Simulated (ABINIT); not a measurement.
# BiH3 (Pm-3m): zone-centre phonons, part 4 of 4

Which modes does BiH3 (Pm-3m) have at the zone centre?

ABINIT 10.8.3; DFT PBEsol, scalar-relativistic, plane waves, PseudoDojo norm-conserving pseudopotentials.

So far. Step 7 (Linear response at Γ): The acoustic modes at Γ come out as far as 1.0 cm⁻¹ from zero, where they should vanish, a small numerical error. The lowest optical mode is imaginary, 1490i cm⁻¹, an instability at this level and on this k mesh. Step 8 (Modes with the sum rule): The rule moves no optical mode by more than 0.1 cm⁻¹. The relaxed cell has a = 4.175 Å (conventional setting).

The structure was built from a prototype and need not be the compound's stable phase.

**9. Sum rules set otherwise (asr 0)**

Without the rule the raw error of the acoustic modes shows.

File anaddb.abi:

```
ddb_filepath "gamma_DDB"
output_file "anaddb.abo"
outdata_prefix "anaddb"
asr 0
chneut 0
enunit 2
eivec 1
nph1l 1
qph1l 0.0 0.0 0.0 1.0
```

File mrgddb.in:

```
gamma_DDB
merged
2
dfpt_gammao_DDB
gso_DDB
```

Run with:

```sh
mrgddb < mrgddb.in > mrgddb.log
OMP_NUM_THREADS=1 anaddb anaddb.abi > anaddb.log
```

anaddb.abo, the main output file:

```text
-outvars_anaddb: echo values of input variables ----------------------

 Miscellaneous information :
      enunit         2
       eivec         1
      chneut         0
 First list of wavevector (reduced coord.) :
       nph1l         1
       qph1l
                     0.00000000E+00  0.00000000E+00  0.00000000E+00    1.000E+00

================================================================================

 read the DDB information and perform some checks

  ==== Info on the Cryst% object ====
 Real(R)+Recip(G) space primitive vectors, cartesian coordinates (Bohr,Bohr^-1):
 R(1)=  7.8895307  0.0000000  0.0000000  G(1)=  0.1267503  0.0000000  0.0000000
 R(2)=  0.0000000  7.8895307  0.0000000  G(2)=  0.0000000  0.1267503  0.0000000
 R(3)=  0.0000000  0.0000000  7.8895307  G(3)=  0.0000000  0.0000000  0.1267503
 Unit cell volume ucvol=  4.9108143E+02 bohr^3
 Angles (23,13,12)=  9.00000000E+01  9.00000000E+01  9.00000000E+01 degrees
 Time-reversal symmetry is present
 Reduced atomic positions [iatom, xred, symbol]:
    1)    0.0000000  0.0000000  0.0000000  Bi
    2)    0.5000000  0.0000000  0.0000000   H
    3)    0.0000000  0.5000000  0.0000000   H
    4)    0.0000000  0.0000000  0.5000000   H

 DDB file with 3 blocks has been read.

================================================================================

 Treat the first list of vectors

  Phonon wavevector (reduced coordinates) :  0.00000  0.00000  0.00000
 Phonon energies in Hartree :
  -6.787992E-03 -6.787992E-03 -6.787992E-03 -4.497899E-06 -4.497899E-06
  -4.497898E-06  1.847912E-03  1.847912E-03  1.847912E-03  2.044376E-03
   2.044376E-03  2.044376E-03
 Phonon energies in meV     :
- -1.847107E+02 -1.847107E+02 -1.847107E+02 -1.223941E-01 -1.223941E-01
- -1.223940E-01  5.028425E+01  5.028425E+01  5.028425E+01  5.563032E+01
-  5.563032E+01  5.563032E+01
 Phonon frequencies in cm-1    :
- -1.489792E+03 -1.489792E+03 -1.489792E+03 -9.871748E-01 -9.871747E-01
- -9.871744E-01  4.055699E+02  4.055699E+02  4.055699E+02  4.486888E+02
-  4.486888E+02  4.486888E+02
 Phonon frequencies in Thz     :
- -4.466284E+01 -4.466284E+01 -4.466284E+01 -2.959476E-02 -2.959475E-02
- -2.959475E-02  1.215868E+01  1.215868E+01  1.215868E+01  1.345135E+01
-  1.345135E+01  1.345135E+01
 Phonon energies in Kelvin  :
- -2.143478E+03 -2.143478E+03 -2.143478E+03 -1.420324E+00 -1.420324E+00
- -1.420324E+00  5.835245E+02  5.835245E+02  5.835245E+02  6.455630E+02
-  6.455630E+02  6.455630E+02

 Eigendisplacements
 (will be given, for each mode : in cartesian coordinates
   for each atom the real part of the displacement vector,
   then the imaginary part of the displacement vector - absolute values smaller than 1.0d-7 are set to zero)
  Mode number    1   Energy   -6.787992E-03
 Attention : low frequency mode.
   (Could be unstable or acoustic mode)
-  1  1.10109504E-04  0.00000000E+00  0.00000000E+00
-     0.00000000E+00  0.00000000E+00  0.00000000E+00
-  2 -2.32732955E-02  0.00000000E+00  0.00000000E+00
-     0.00000000E+00  0.00000000E+00  0.00000000E+00
-  3  2.21892922E-04 -1.65224533E-07  0.00000000E+00
-     0.00000000E+00  0.00000000E+00  0.00000000E+00
-  4  2.21892922E-04  0.00000000E+00  0.00000000E+00
-     0.00000000E+00  0.00000000E+00  0.00000000E+00
  Mode number    2   Energy   -6.787992E-03
 Attention : low frequency mode.
   (Could be unstable or acoustic mode)
-  1  0.00000000E+00 -1.10109504E-04  0.00000000E+00
-     0.00000000E+00  0.00000000E+00  0.00000000E+00
-  2 -1.65224533E-07 -2.21892922E-04  0.00000000E+00
-     0.00000000E+00  0.00000000E+00  0.00000000E+00
-  3  0.00000000E+00  2.32732955E-02  0.00000000E+00
-     0.00000000E+00  0.00000000E+00  0.00000000E+00
-  4  0.00000000E+00 -2.21892922E-04  0.00000000E+00
-     0.00000000E+00  0.00000000E+00  0.00000000E+00
  Mode number    3   Energy   -6.787992E-03
 Attention : low frequency mode.
   (Could be unstable or acoustic mode)
-  1  0.00000000E+00  0.00000000E+00  1.10109504E-04
-     0.00000000E+00  0.00000000E+00  0.00000000E+00
-  2  0.00000000E+00  0.00000000E+00  2.21892922E-04
-     0.00000000E+00  0.00000000E+00  0.00000000E+00
-  3  0.00000000E+00  0.00000000E+00  2.21892922E-04
-     0.00000000E+00  0.00000000E+00  0.00000000E+00
-  4  0.00000000E+00  0.00000000E+00 -2.32732955E-02
-     0.00000000E+00  0.00000000E+00  0.00000000E+00
  Mode number    4   Energy   -4.497899E-06
 Attention : low frequency mode.
   (Could be unstable or acoustic mode)
-  1  0.00000000E+00  0.00000000E+00 -1.60859816E-03
-     0.00000000E+00  0.00000000E+00  0.00000000E+00
-  2  0.00000000E+00  0.00000000E+00 -1.60866133E-03
-     0.00000000E+00  0.00000000E+00  0.00000000E+00
-  3  0.00000000E+00  0.00000000E+00 -1.60866133E-03
-     0.00000000E+00  0.00000000E+00  0.00000000E+00
-  4  0.00000000E+00  0.00000000E+00 -1.60859586E-03
-     0.00000000E+00  0.00000000E+00  0.00000000E+00
  Mode number    5   Energy   -4.497899E-06
 Attention : low frequency mode.
   (Could be unstable or acoustic mode)
-  1  0.00000000E+00 -1.60859816E-03  0.00000000E+00
-     0.00000000E+00  0.00000000E+00  0.00000000E+00
-  2  0.00000000E+00 -1.60866133E-03  0.00000000E+00
-     0.00000000E+00  0.00000000E+00  0.00000000E+00
-  3  0.00000000E+00 -1.60859586E-03  0.00000000E+00
-     0.00000000E+00  0.00000000E+00  0.00000000E+00
-  4  0.00000000E+00 -1.60866133E-03  0.00000000E+00
-     0.00000000E+00  0.00000000E+00  0.00000000E+00
  Mode number    6   Energy   -4.497898E-06
 Attention : low frequency mode.
   (Could be unstable or acoustic mode)
-  1  1.60859816E-03  0.00000000E+00  0.00000000E+00
-     0.00000000E+00  0.00000000E+00  0.00000000E+00
-  2  1.60859586E-03  0.00000000E+00  0.00000000E+00
-     0.00000000E+00  0.00000000E+00  0.00000000E+00
-  3  1.60866133E-03  0.00000000E+00  0.00000000E+00
-     0.00000000E+00  0.00000000E+00  0.00000000E+00
-  4  1.60866133E-03  0.00000000E+00  0.00000000E+00
-     0.00000000E+00  0.00000000E+00  0.00000000E+00
  Mode number    7   Energy    1.847912E-03
-  1  0.00000000E+00  0.00000000E+00  0.00000000E+00
-     0.00000000E+00  0.00000000E+00  0.00000000E+00
-  2  0.00000000E+00  1.02627045E-06  1.64963398E-02
-     0.00000000E+00  0.00000000E+00  0.00000000E+00
-  3  4.67921638E-06  0.00000000E+00 -1.64963398E-02
-     0.00000000E+00  0.00000000E+00  0.00000000E+00
-  4 -4.67921638E-06 -1.02627045E-06  0.00000000E+00
-     0.00000000E+00  0.00000000E+00  0.00000000E+00
  Mode number    8   Energy    1.847912E-03
-  1  0.00000000E+00  0.00000000E+00  0.00000000E+00
-     0.00000000E+00  0.00000000E+00  0.00000000E+00
-  2  0.00000000E+00  1.64963404E-02 -1.02611223E-06
-     0.00000000E+00  0.00000000E+00  0.00000000E+00
-  3 -5.57944163E-07  0.00000000E+00  1.02611223E-06
-     0.00000000E+00  0.00000000E+00  0.00000000E+00
-  4  5.57944163E-07 -1.64963404E-02  0.00000000E+00
-     0.00000000E+00  0.00000000E+00  0.00000000E+00
  Mode number    9   Energy    1.847912E-03
-  1  0.00000000E+00  0.00000000E+00  0.00000000E+00
-     0.00000000E+00  0.00000000E+00  0.00000000E+00
-  2  0.00000000E+00  5.57653080E-07 -4.67925108E-06
-     0.00000000E+00  0.00000000E+00  0.00000000E+00
-  3  1.64963398E-02  0.00000000E+00  4.67925108E-06
-     0.00000000E+00  0.00000000E+00  0.00000000E+00
-  4 -1.64963398E-02 -5.57653080E-07  0.00000000E+00
-     0.00000000E+00  0.00000000E+00  0.00000000E+00
  Mode number   10   Energy    2.044376E-03
-  1  0.00000000E+00  0.00000000E+00  1.59118387E-04
-     0.00000000E+00  0.00000000E+00  0.00000000E+00
-  2  0.00000000E+00  0.00000000E+00 -1.64162182E-02
-     0.00000000E+00  0.00000000E+00  0.00000000E+00
-  3 -8.75282178E-07  0.00000000E+00 -1.64162182E-02
-     0.00000000E+00  0.00000000E+00  0.00000000E+00
-  4 -8.75282178E-07  0.00000000E+00 -1.56948059E-04
-     0.00000000E+00  0.00000000E+00  0.00000000E+00
  Mode number   11   Energy    2.044376E-03
-  1  0.00000000E+00  1.59118387E-04  0.00000000E+00
-     0.00000000E+00  0.00000000E+00  0.00000000E+00
-  2  0.00000000E+00 -1.64162182E-02  0.00000000E+00
-     0.00000000E+00  0.00000000E+00  0.00000000E+00
-  3 -4.57799686E-07 -1.56948060E-04  0.00000000E+00
-     0.00000000E+00  0.00000000E+00  0.00000000E+00
-  4 -4.57799686E-07 -1.64162182E-02  0.00000000E+00
-     0.00000000E+00  0.00000000E+00  0.00000000E+00
  Mode number   12   Energy    2.044376E-03
-  1  1.59118387E-04  0.00000000E+00  0.00000000E+00
-     0.00000000E+00  0.00000000E+00  0.00000000E+00
-  2 -1.56948059E-04  4.57797065E-07  8.75283548E-07
-     0.00000000E+00  0.00000000E+00  0.00000000E+00
-  3 -1.64162182E-02  0.00000000E+00  8.75283549E-07
-     0.00000000E+00  0.00000000E+00  0.00000000E+00
-  4 -1.64162182E-02  4.57797065E-07  0.00000000E+00
-     0.00000000E+00  0.00000000E+00  0.00000000E+00

 Analysis of degeneracies and characters (maximum tolerance=1.00E-06 a.u.)
 For each vibration mode, or group of modes if degenerate,
 the characters are given for each symmetry operation (see the list in the log file).
 Symmetry characters of vibration mode #   1
       degenerate with vibration modes #   2 to    3
  3.0 -3.0 -1.0  1.0 -1.0  1.0 -1.0  1.0  1.0 -1.0 -1.0  1.0  1.0 -1.0 -1.0  1.0
 -0.0  0.0 -0.0  0.0  0.0 -0.0  0.0 -0.0  1.0 -1.0 -1.0  1.0 -1.0  1.0  1.0 -1.0
 -0.0  0.0  0.0 -0.0  0.0 -0.0 -0.0  0.0  1.0 -1.0  1.0 -1.0 -1.0  1.0 -1.0  1.0
 Symmetry characters of vibration mode #   4
       degenerate with vibration modes #   5 to    6
  3.0 -3.0 -1.0  1.0 -1.0  1.0 -1.0  1.0  1.0 -1.0 -1.0  1.0  1.0 -1.0 -1.0  1.0
  0.0 -0.0  0.0 -0.0 -0.0  0.0 -0.0  0.0  1.0 -1.0 -1.0  1.0 -1.0  1.0  1.0 -1.0
  0.0 -0.0 -0.0  0.0 -0.0  0.0  0.0 -0.0  1.0 -1.0  1.0 -1.0 -1.0  1.0 -1.0  1.0
 Symmetry characters of vibration mode #   7
       degenerate with vibration modes #   8 to    9
  3.0 -3.0 -1.0  1.0 -1.0  1.0 -1.0  1.0 -1.0  1.0  1.0 -1.0 -1.0  1.0  1.0 -1.0
 -0.0  0.0  0.0 -0.0  0.0 -0.0 -0.0  0.0 -1.0  1.0  1.0 -1.0  1.0 -1.0 -1.0  1.0
 -0.0  0.0  0.0 -0.0 -0.0  0.0  0.0 -0.0 -1.0  1.0 -1.0  1.0  1.0 -1.0  1.0 -1.0
 Symmetry characters of vibration mode #  10
       degenerate with vibration modes #  11 to   12
  3.0 -3.0 -1.0  1.0 -1.0  1.0 -1.0  1.0  1.0 -1.0 -1.0  1.0  1.0 -1.0 -1.0  1.0
 -0.0  0.0  0.0 -0.0  0.0 -0.0 -0.0  0.0  1.0 -1.0 -1.0  1.0 -1.0  1.0  1.0 -1.0
 -0.0  0.0  0.0 -0.0 -0.0  0.0  0.0 -0.0  1.0 -1.0  1.0 -1.0 -1.0  1.0 -1.0  1.0
-
```

Run time: 0.72 s. Hardware: 1 thread of Intel Xeon at 2.70GHz, shared host.

Zone-centre frequencies as printed; negative means imaginary. Modes:

| mode | frequency (cm⁻¹) |
| --- | --- |
| 1 | -1490 |
| 2 | -1490 |
| 3 | -1490 |
| 4 | -0.99 |
| 5 | -0.99 |
| 6 | -0.99 |
| 7 | 405.6 |
| 8 | 405.6 |
| 9 | 405.6 |
| 10 | 448.7 |
| 11 | 448.7 |
| 12 | 448.7 |

**10. Results**

| Property | Result |
| --- | --- |
| space group after relaxation | Pm-3m |
| volume per atom | 18.2 Å³ |
| highest optical zone-centre mode (no LO-TO term) | 448.7 cm⁻¹ |
| lowest optical zone-centre mode | -1490 cm⁻¹ |
| imaginary optical modes at the zone centre (no q mesh in this session) | yes |

At the PBEsol level the optical modes of BiH3 (Pm-3m) at the zone centre run from 1490i to 449 cm⁻¹, so the structure is a saddle point, with 3 modes beyond 10i cm⁻¹ there. These are harmonic frequencies at zero temperature: anharmonic shifts and linewidths and thermal expansion are left out. Spin-orbit coupling is left out, which can matter for the heavy elements here. In a metal the frequencies hang on the k mesh and the smearing, most of all near Kohn anomalies. The structure is a hypothetical one, built on a prototype.

[Host names and launcher messages were left out of these logs when they were recorded.]

[Logs are printed without paths, hosts, clocks, repeated set-up lines and the standing remarks that a program may print on its own settings, such as how far it seeks lower states.]

[Hosts, paths, dates, database ids (printed as entryN), source tags and the programs' standing remarks are cut or masked in the printed files.]
